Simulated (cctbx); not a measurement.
# Lattice, Laue class and space group of a new crystal

Cell: a = 5.2610 Å, b = 5.2610 Å, c = 8.6220 Å, α = 90.00°, β = 90.00°, γ = 120.00°. Expected content of the cell: Nd1 Ti6 Al6.

Simulated single-crystal data (cctbx): Mo Kα, λ = 0.71073 Å, to d = 0.77 Å, 70 % of the full sphere, strongest reflection 40000 counts, noise from counting, a 2 % proportional error and a noise floor of 4 counts (s.d.); no absorption.

A first pass over the reflections prints:

```text
1347 reflections to d = 0.770 A
centring   violations  <I/sigma> of those
    A        674 of   674     29.2
    B        672 of   672     29.5
    C        680 of   680     29.3
    I        683 of   683     29.2
    R        877 of   884     30.1
    F       1013 of  1013     29.3
Laue class    unique    Rint  (classes that these axes allow; Friedel mates merged)
P -1              863   0.014
P 1 1 2/m         503   0.015
P -3              325   0.018
P -3 1 m          196   0.018
P -3 m 1          215   0.018
P 6/m             178   0.018
P 6/m m m         132   0.018
space group    extra absences  I>4sigma  <I/sigma>
P 6 2 2                 0          0         -  acentric
P 6 m m                 0          0         -  acentric
P -6 m 2                0          0         -  acentric
P -6 2 m                0          0         -  acentric
P 6/m m m               0          0         -  centric
Wilson B = 1.10 A^2   <|E^2-1|> = 0.718 (0.968 centric, 0.736 acentric)   E^2>4: 0.8 %
shell (A)         n   <I/sigma>
 8.62 - 1.54     24     91.2
 1.54 - 1.22     18    100.5
 1.22 - 1.07     16     88.6
 1.07 - 0.97     15     97.2
 0.97 - 0.90     13     91.6
 0.90 - 0.85     16     76.8
 0.85 - 0.81     18     88.0
 0.81 - 0.77     12     70.9
```

**Question.** What are the lattice type, the Laue class and the likely space group?

Every centring test has many violations, so the lattice is primitive.

Rint stays low (0.014 to 0.018) up to P 6/m m m, the highest class in these axes.

5 settings pass the absence test. No glide or screw absences show, which leaves P 6 2 2, P 6 m m, P -6 m 2, P -6 2 m and P 6/m m m.

⟨|E²−1|⟩ = 0.718 leans to a non-centrosymmetric structure. Here that hint misleads: the statistic assumes many like atoms on general positions, and few, heavy or special-position atoms break it. The Wilson B of 1.10 Å² means U ≈ 0.0139 Å².

The true group is P6/mmm (no. 191), Laue class 6/mmm, centrosymmetric. The tables only narrow the choice to the tied entries; cell content, site symmetry and trial solutions must settle it.

The model was made for the exercise: a known structure type with other elements put in, its volume estimated, not relaxed; displacement parameters are assumed.

[Logs are printed without paths, hosts, clocks, repeated set-up lines and the standing remarks that a program may print on its own settings, such as how far it seeks lower states.]
